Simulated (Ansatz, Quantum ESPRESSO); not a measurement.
# F on fcc sites of Ag(111): the work function of the upper face at a withheld member of a series

**Set-up.** Quantum ESPRESSO 7.5, PBE, GBRV ultrasoft. Slabs of 3 layers, covered on the upper face; adsorbates and the top layer relax in a periodic cell, the rest is held (the clean slab relaxes both outer layers); a run under open boundaries (ESM, bc1) gives both vacuum levels. Cells of one to 9 surface sites carry the coverages, on meshes of like density; cold smearing of 0.02 Ry. The slabs take the lattice constants of the bulk relaxed by the same program. The series steps the coverage.

| coverage | work function of the upper face (eV) |
| --- | --- |
| 0 ML | 4.556 |
| 0.1111 ML | 4.971 |
| 0.1667 ML | 5.273 |
| 0.25 ML | 5.769 |
| 0.5 ML | 7.006 |
| 0.6667 ML | 7.901 |
| 0.75 ML | 8.308 |
| 1 ML | 9.760 |

One more run was made and is withheld. What is the work function of the upper face at 0.3333 ML?

By hand: The rows at 0.25 ML and 0.5 ML give a slope of (7.006 − (5.769))/(0.5 − (0.25)) = 4.948, so a straight line gives 6.181 eV. A parabola through these and the row at 0.1667 ML gives 6.223 eV.

What the calculation gave: 6.140 eV. The line misses by +0.041 and the parabola by +0.083 eV. The line does better here.

**Limits.** Thin slabs, one site and one ordered pattern a coverage; no reconstruction or subsurface sites; meshes differ a little between cells.
